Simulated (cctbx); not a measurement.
# Which space group?

Cell: a = 7.8230 Å, b = 10.2620 Å, c = 5.3690 Å, α = 90.00°, β = 90.00°, γ = 90.00°. Expected content of the cell: Tl4 Ce8 C16.

Simulated single-crystal data (cctbx): synchrotron X-rays, λ = 0.7749 Å, to d = 0.65 Å, 80 % of the full sphere, strongest reflection 40000 counts, noise from counting, a 1.5 % proportional error and a noise floor of 4 counts (s.d.); no absorption.

Tests on the unmerged data give:

```text
5296 reflections to d = 0.651 A
centring   violations  <I/sigma> of those
    A       1230 of  2682     14.9
    B       1199 of  2642     14.7
    C       1097 of  2660     11.4
    I          0 of  2642     -0.0
    R       1594 of  3536     14.7
    F       1763 of  3992     13.6
Laue class    unique    Rint  (classes that these axes allow; Friedel mates merged)
I 1 2/m 1         856   0.014
I 1 1 2/m         890   0.015
I 2/m 1 1         869   0.015
I m m m           495   0.016
space group    extra absences  I>4sigma  <I/sigma>
I 2 2 2                 0          0         -  acentric
I 21 21 21              0          0         -  acentric
I m m 2                 0          0         -  acentric
I 2 m m                 0          0         -  acentric
I m 2 m                 0          0         -  acentric
I b a 2               147          0      -0.1  acentric
I m a 2                59          0      -0.1  acentric
I b m 2                88          0      -0.1  acentric
I 2 c m                59          0      -0.1  acentric
I c 2 m                88          0      -0.1  acentric
I m m m                 0          0         -  centric
I b a m               147          0      -0.1  centric
I b m m                88          0      -0.1  centric
I c m m                88          0      -0.1  centric
I m c m                59          0      -0.1  centric
I m a m                59          0      -0.1  centric
Wilson B = 0.79 A^2   <|E^2-1|> = 0.794 (0.968 centric, 0.736 acentric)   E^2>4: 2.6 %
shell (A)         n   <I/sigma>
 6.22 - 1.30     72     67.9
 1.30 - 1.03     64     74.5
 1.03 - 0.90     65     64.5
 0.90 - 0.82     60     62.3
 0.82 - 0.76     59     60.1
 0.76 - 0.72     58     56.8
 0.72 - 0.68     56     52.4
 0.68 - 0.65     61     56.0
```

Q: Read the symmetry from these tables.

The reflections that I centring forbids are absent (⟨I/σ⟩ near 0), so the lattice is I.

Rint stays low (0.014 to 0.016) up to I m m m, the highest class in these axes.

16 settings pass the absence test. The most absences obeyed, 147, belong to I b a 2 and I b a m, which absences can't tell apart.

⟨|E²−1|⟩ = 0.794 leans to a non-centrosymmetric structure. Here that hint misleads: the statistic assumes many like atoms on general positions, and few, heavy or special-position atoms break it. The Wilson B of 0.79 Å² means U ≈ 0.0100 Å².

The true group is Ibam (no. 72), Laue class mmm, centrosymmetric. The tables only narrow the choice to the tied entries; cell content, site symmetry and trial solutions must settle it.

This is a model crystal, built by substitution and not relaxed, with assumed displacement parameters.

[Logs are printed without paths, hosts, clocks, repeated set-up lines and the standing remarks that a program may print on its own settings, such as how far it seeks lower states.]
